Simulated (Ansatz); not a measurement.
# Lattice dynamics of BaPbS3 (model cell, started as cubic perovskite with Pb in the octahedra), part 2 of 2

The cell of BaPbS3 (model cell, started as cubic perovskite with Pb in the octahedra) is at rest. What are its phonons? After the zone centre comes a 2×2×2 q mesh on a 8×8×8 k mesh.

Ansatz 0.2.0; DFT PBEsol, scalar-relativistic, plane waves, PAW; PAW set soft_1.

So far. Step 2 (Modes at Γ): Before it was imposed, the acoustic sum rule was missed by 4.6e-5 eV/Å². Small misses are needed for a sound result but don't prove that mesh and cutoff are converged. The lowest optical mode is imaginary, 69.3i cm⁻¹, so the energy falls along it.

The structure was built from a prototype and need not be the compound's stable phase.

### Step 3. Phonons on a q mesh

Stability and thermal properties need the whole zone. Linear response on a 2×2×2 q mesh gives force constants as far as a supercell of that size would.

File input.yaml:

```yaml
crystal:
  lattice:
    - [5.1559839981, 0.0, 0.0]
    - [0.0, 5.1559839981, 0.0]
    - [0.0, 0.0, 5.1559839981]
  atoms:
    - { symbol: Ba, position: [0.0, 0.0, 0.0] }
    - { symbol: Pb, position: [0.5, 0.5, 0.5] }
    - { symbol: S, position: [0.5, 0.5, 0.0] }
    - { symbol: S, position: [0.5, 0.0, 0.5] }
    - { symbol: S, position: [0.0, 0.5, 0.5] }
kpoints:
  mp_grid: { grid: [8, 8, 8] }
hamiltonian:
  xc: pbesol
  pseudopotentials: { kind: paw, azcp: { folder: soft_1 }, xc_functional: pbe }
scf:
  occupations: { method: methfessel_paxton, width: 0.2 }
output:
  eigenvalues: true
phonons:
  method: dfpt
  qmesh: [2, 2, 2]
  temperatures: { t_max: 1000, t_step: 50 }
  qpath:
    path:
      - [[0.0, 0.0, 0.0], [0.0, 0.5, 0.0], [0.5, 0.5, 0.0], [0.0, 0.0, 0.0], [0.5, 0.5, 0.5], [0.0, 0.5, 0.0]]
      - [[0.5, 0.5, 0.5], [0.5, 0.5, 0.0]]
    npoints: 10
```

Launch:

```bash
ansatz run input.yaml --threads 4 --pin off --max-ram 16384MiB --backend cpu --events-out ev --progress --plain --runs-dir out
```

Numbers of over 12 decimals in the logs are rounded to 6 here.

What it wrote:

```text
[...]
Crystal: 5 atoms, lattice volume = 137.068 Å³
Basis set: ecut = 420 eV, 2721 PW (Γ), exchange–correlation on 72×72×72 points (8 copies of the dense FFT grid, shifted against one another)
Bands: 26, of which v1, the nominal top of the filled ones, is band 21 counted from 1 (20 counted from 0)
Symmetry: 48 space group operations
k-points: 35 of 512
[...]
SCF iter   1: F=—  HF=-20280.338826 eV  |F-HF|=—  |Δ(HF+E_count)|=         —  Δρ=3.34e-2  dr2=4.99e0  ethr=3.10e-3  ⟨swp⟩=11.6  Hψ=5984  notcnv=0
[...]
SCF iter  12: F=-20278.388425 eV  HF=-20278.388425 eV  |F-HF|=1.09e-11  |Δ(HF+E_count)|=  5.09e-11  S|Δr|=    0.00e0  Δρ=4.40e-8  dr2=2.64e-12  ethr=1.00e-12  ⟨swp⟩=14.3  Hψ=7795  notcnv=0
[...]
SCF 1 converged in 12 iterations: F = -20278.388425 eV  dr2 = 2.64e-12
[...]
iter 1 solved again at ethr=3.14e-7 eV; its pass at ethr=3.10e-3 eV (dr2=1.32e-4 eV) is discarded
SCF iter   1: F=—  HF=-20278.388427 eV  |F-HF|=—  |Δ(HF+E_count)|=         —  Δρ=1.42e-6  dr2=2.10e-9  ethr=3.14e-7  ⟨swp⟩=4.2  Hψ=8127  notcnv=0
eigensolver tolerance schedule: the retry pair's looser diagonalisation over-reported the residual by 62671.20 of it (diagonalisation noise at an unbounded share of the residual, at the tolerance the schedule requests for it); recorded, not acted on — ethr = c·dr2/N_el stays at c = 1.0e-1
[...]
SCF iter   2: F=—  HF=-20278.388425 eV  |F-HF|=—  |Δ(HF+E_count)|=   1.83e-6  S|Δr|=    0.00e0  Δρ=6.87e-7  dr2=4.54e-10  ethr=5.01e-12  ⟨swp⟩=4.7  Hψ=2817  notcnv=0
[...]
SCF iter   6: F=-20278.388425 eV  HF=-20278.388425 eV  |F-HF|=0.00e0  |Δ(HF+E_count)|=    0.00e0  S|Δr|=    0.00e0  Δρ=7.15e-8  dr2=5.22e-12  ethr=1.00e-12  ⟨swp⟩=4.7  Hψ=2752  notcnv=0
SCF 2 converged in 6 iterations: F = -20278.388425 eV  dr2 = 5.22e-12
phonons: the bands overlap, so this run is a metal and interpolates without the dipole-dipole term. If the crystal is really an insulator or semiconductor, its LO-TO splitting is missing
NSCF: frozen V_eff on 35 k-points
WARN: eigensolver did not converge in 2 slots of this pass, the one above among them; of largest residual over every band (k=12): 1 band(s) unlocked (lowest unlocked band 25, counted from 0; max residual 7.46e-3 eV among the unlocked bands, 7.46e-3 eV over every band); of lowest unlocked band (k=12): band 25
[...]
DFPT response loops at q = (0, 0, 0) (fractional): preconditioner auto → Kerker (q_TF=auto, 2.240 Å⁻¹) (partly filled bands, converged f_vac=0.000); β = 1.00, the filter's whole step (`scf.mixing.beta` (0.50) is not read by the response loops under this deck's `scf.mixing.preconditioner`; to damp them name `kerker` or `kerker_dos`, under which they read `scf.mixing.beta`, and type it under 1.00, their step now; both keys bind the ground state too); Broyden in place of MSR1
[...]
SCF converged after 12 iterations
[...]
Free energy (F): -20278.388425 eV
[...]
Internal energy: -20278.384702 eV  (E = F + TS)
E sigma→0 (E₀):  -20278.387495 eV
Entropy (-TS):   -0.003723 eV (-0.745 meV/atom)
Fermi energy:    6.564651 eV
[...]
--- Band table (eV; the first three rows and the last of 35) ---
  k-point 0: bands = [... 17 lower, 5.7340, 5.7340, 6.0499, 6.0499, 6.0499, 9.6765, 9.6765, 10.0654, ... 1 higher]
  k-point 1: bands = [... 17 lower, 5.6768, 5.6768, 5.9938, 6.0001, 6.0001, 9.8203, 9.9108, 10.3507, ... 1 higher]
  k-point 2: bands = [... 17 lower, 5.5523, 5.5523, 5.8787, 5.8787, 6.1658, 10.2201, 10.4869, 10.6330, ... 1 higher]
  k-point 34: bands = [... 17 lower, 6.2989, 6.8070, 6.8070, 6.8070, 9.5695, 9.5695, 9.5695, 10.7287, ... 1 higher]
--- Phonons (Γ-DFPT): 4 representative perturbations + reference (Σ response iterations 12) ---
  ASR residual: 4.610e-5 → 0.000e0 eV/Å²; symmetrization residual: 1.196e-5 eV/Å²
  ASR residual per site (eV/Å²): 4.61e-5 2.66e-5 5.21e-6 5.21e-6 5.21e-6
[...]
--- Phonons (arbitrary-q DFPT): 4 irreducible q on the 2×2×2 mesh ---
  q = [0.0000, 0.0000, 0.0000] (star 1, of the zone-centre solve; hermiticity 2.25e-6, symmetrization 1.08e-12): -69.29 -69.29 -69.29 -54.14 -54.14 -54.14 -0.00 -0.00 0.00 34.81 34.81 34.81 317.12 317.12 317.12
  q = [0.0000, 0.0000, -0.5000] (star 3, 9 solved perturbations in 975 linear systems a pass and spin channel, the states on 125 of 512 k-point pairs; hermiticity 2.41e-6, symmetrization 3.68e-8): -52.10 -52.10 -43.26 -42.23 -42.23 25.22 25.22 30.19 35.80 35.80 52.73 125.68 273.49 321.03 321.03
[...]
sum rule: each row above includes the acoustic sum rule's correction from the zone centre's row sums; it moved no ω² by more than (0.30 cm⁻¹)²
  mesh force constants: q→R imaginary residual 3.76e-18; ASR residual 4.610e-5 → 0.000e0 eV/Å²; symmetrization residual 1.243e-14 eV/Å²
  interpolated dispersion: 62 rows × 15 modes
  density of states and harmonic sums: on the 12×12×12 q-mesh, interpolated from the force constants of a 2×2×2 supercell (no non-analytic term)
  largest difference from the sums on the solved wave vectors: F 9.38e-2 eV, S 1.35e-4 and C_V 4.10e-5 eV/K
  zero-point energy: 0.082832 eV/cell   skipped modes (ω ≤ 0): 472, of them read as no rigid motion or as one in doubt: 469 (5.523e0 modes/cell left out, lowest -103.44 cm⁻¹)   left out of the sums: 3.68e-1 of the cell's modes: C_V's classical limit lies that fraction below 3 k_B per atom; for a crystal, a wire or a layer, F and S can be off by more, and a phonons.interpolated_qmesh denser along its periods is the remedy for the sampling
```

Wall time 3.7 min (4 threads of Arm Neoverse V2, shared host); peak memory 1.4 GiB.

This step gave:

```yaml
sum_rule_residual_before_enforcement: 4.61e-5 eV/Å²
lowest_frequency_on_the_path: -103.4 cm⁻¹
highest_frequency_on_the_path_or_at_a_solved_wavevector: 324.9 cm⁻¹
lowest_mode_on_the_q_mesh_acoustic_modes_at_gamma_apart: -103.4 cm⁻¹
```

Frequencies (cm⁻¹) solved at each irreducible wavevector; negative means imaginary. Frequencies by wavevector, by row:

| q in reciprocal lattice units | star | mode 1 | mode 2 | mode 3 | mode 4 | mode 13 | mode 14 | mode 15 |
| --- | --- | --- | --- | --- | --- | --- | --- | --- |
| 0 0 0 | 1 | -69.3 | -69.3 | -69.3 | -54.1 | 317.1 | 317.1 | 317.1 |
| 0 0 -0.5 | 3 | -52.1 | -52.1 | -43.3 | -42.2 | 273.5 | 321 | 321 |
| 0 -0.5 -0.5 | 3 | -94.6 | -69.7 | -69.7 | -16.4 | 274.4 | 291.2 | 324.9 |
| -0.5 -0.5 -0.5 | 1 | -103.4 | -103.4 | -103.4 | -55 | 273.7 | 273.7 | 323.4 |

Interpolated from a 2×2×2 q mesh. The phonon branches at the labelled points (cm⁻¹):

| point | branch 1 | branch 2 | branch 3 | branch 4 | branch 12 | branch 13 | branch 14 | branch 15 |
| --- | --- | --- | --- | --- | --- | --- | --- | --- |
| Γ | -69 | -69 | -69 | -54 | 35 | 317 | 317 | 317 |
| halfway | -62 | -62 | -49 | -48 | 85 | 298 | 319 | 319 |
| X | -52 | -52 | -43 | -42 | 126 | 274 | 321 | 321 |
| halfway | -82 | -60 | -56 | -42 | 126 | 277 | 305 | 323 |
| M | -95 | -70 | -70 | -16 | 127 | 274 | 291 | 325 |
| halfway | -75 | -59 | -54 | -50 | 88 | 297 | 304 | 321 |
| Γ | -69 | -69 | -69 | -54 | 35 | 317 | 317 | 317 |
| halfway | -77 | -74 | -74 | -43 | 92 | 298 | 298 | 315 |
| R | -103 | -103 | -103 | -55 | 127 | 274 | 274 | 323 |
| halfway | -87 | -81 | -75 | -49 | 126 | 278 | 299 | 318 |
| X | -52 | -52 | -43 | -42 | 126 | 274 | 321 | 321 |
| jump to R | -103 | -103 | -103 | -55 | 127 | 274 | 274 | 323 |
| halfway | -99 | -88 | -88 | -49 | 127 | 274 | 288 | 321 |
| M | -95 | -70 | -70 | -16 | 127 | 274 | 291 | 325 |

The phonon density of states has structure finer than the step of the table below, so its rows give means over 20 cm⁻¹, whole bins alone (the curve runs from -102 to 328 cm⁻¹). Peaks (cm⁻¹: height): -67.5: 0.102, -42.5: 0.187, 22.5: 0.0508, 52.5: 0.0966, 122.5: 0.0828, 277.5: 0.0814, 317.5: 0.132.

Tetrahedra on a 12×12×12 mesh, mean over bins of 5 cm-1. Interpolated from a 2×2×2 q mesh. Phonon density of states against wavenumber; means over each step:

wavenumber (cm⁻¹), phonon density of states (1/cm⁻¹/cell) and a bar:
```
      -80      0.055 #################
      -60      0.087 ###########################
      -40      0.097 ##############################
      -20      0.015 #####
        0      0.012 ####
       20      0.032 ##########
       40      0.067 #####################
       60      0.089 ###########################
       80      0.053 ################
      100      0.028 #########
      120      0.044 ##############
      140      0.002 #
      160      0.000 
      180      0.000 
      200      0.000 
      220      0.000 
      240      0.000 
      260      0.000 
      280      0.043 #############
      300      0.041 #############
```

The partial phonon density of states has structure finer than the step of the table below, so its rows give means over 20 cm⁻¹, whole bins alone (the curve runs from -112 to 344 cm⁻¹). Peaks (cm⁻¹: height): Ba -43.4: 0.0571, 22.7: 0.0342, 51.4: 0.0325; Pb 48.5: 0.0387, 71.5: 0.0466, 94.5: 0.0546, 114.6: 0.0612, 126.1: 0.0617; S -63.5: 0.0841, -43.4: 0.0988, 71.5: 0.0510, 278.4: 0.0590, 318.6: 0.111.

Phonopy on the run's constants, 11x11x11 mesh, Gaussian sigma 3.3 cm-1. Interpolated from a 2×2×2 q mesh. Table of partial phonon density of states by wavenumber; means over each step; values in 1/cm⁻¹/cell:

| wavenumber (cm⁻¹) | Ba | Pb | S |
| --- | --- | --- | --- |
| -100 | 2.5e-5 | 7.7e-6 | 0.0185 |
| -80 | 0.00187 | 2.2e-4 | 0.0527 |
| -60 | 0.0155 | 0.00105 | 0.0702 |
| -40 | 0.0348 | 9.2e-4 | 0.0617 |
| -20 | 0.00997 | 1.5e-4 | 0.00672 |
| 0 | 0.00499 | 3.1e-4 | 0.00109 |
| 20 | 0.0258 | 0.00241 | 0.00882 |
| 40 | 0.0238 | 0.0249 | 0.0190 |
| 60 | 0.0244 | 0.0191 | 0.0404 |
| 80 | 0.00808 | 0.0190 | 0.0250 |
| 100 | 4.1e-4 | 0.0264 | 0.00148 |
| 120 | 3.8e-4 | 0.0466 | 0.00112 |
| 140 | 1.8e-5 | 0.00243 | 3.0e-5 |
| 160 | 0 | 0 | 0 |
| 180 | 0 | 0 | 0 |
| 200 | 0 | 0 | 0 |
| 220 | 0 | 0 | 0 |
| 240 | 0 | 0 | 0 |
| 260 | 0 | 3.4e-6 | 7.2e-4 |
| 280 | 0 | 7.5e-4 | 0.0414 |
| 300 | 0 | 0.00197 | 0.0391 |
| 320 | 0 | 0.00395 | 0.0618 |

Symmetry leaves 4 wavevectors to solve. The lowest mode among them, the acoustic zeros apart, lies at q = (-0.5, -0.5, -0.5) and is imaginary, 103.4i cm⁻¹, so the energy falls along it.

### Step 4. Summary of results

| Item | Value |
| --- | --- |
| space group (within 0.01 Å) | Pm-3m |
| volume per atom | 27.4 Å³ |
| electronic character | no gap on this mesh |
| highest optical mode at the zone centre (no LO-TO term) | 317 cm⁻¹ |
| lowest optical zone-centre mode | -69.3 cm⁻¹ |
| lowest mode on the q mesh (acoustic modes at Γ apart) | -103 cm⁻¹ |
| highest frequency on the path or at a solved wavevector | 325 cm⁻¹ |
| imaginary modes on the 2×2×2 q mesh | yes |

What this shows: Modes are clearly imaginary (beyond 10i cm⁻¹) at 4 of the 4 irreducible wavevectors, most at q = (-0.5, -0.5, -0.5) (103.4i cm⁻¹), so this structure is not a minimum of the energy. The optical modes at Γ span -69 to 317 cm⁻¹ (negative means imaginary). The highest mode in this list at Γ, 317.1 cm⁻¹, is mostly motion of S (92 % of the kinetic energy). With no gap, or one that is small against the smearing, the frequencies hang on the k mesh and the smearing, most of all near Kohn anomalies. Spin-orbit coupling is left out, which can matter for the heavy elements here. The PAW files were made for PBE and serve the other functionals too. A phonon run warned that its eigensolver left some bands unconverged in a pass. The starting cell was built on a prototype and not taken from a measurement, so the phase need not exist. These are harmonic frequencies at zero temperature: anharmonic shifts, linewidths and thermal expansion are left out.

[Logs are printed without paths, hosts, clocks, repeated set-up lines and the standing remarks that a program may print on its own settings, such as how far it seeks lower states.]

[Hosts, paths, dates, database ids (printed as entryN), source tags and the programs' standing remarks are cut or masked in the printed files.]
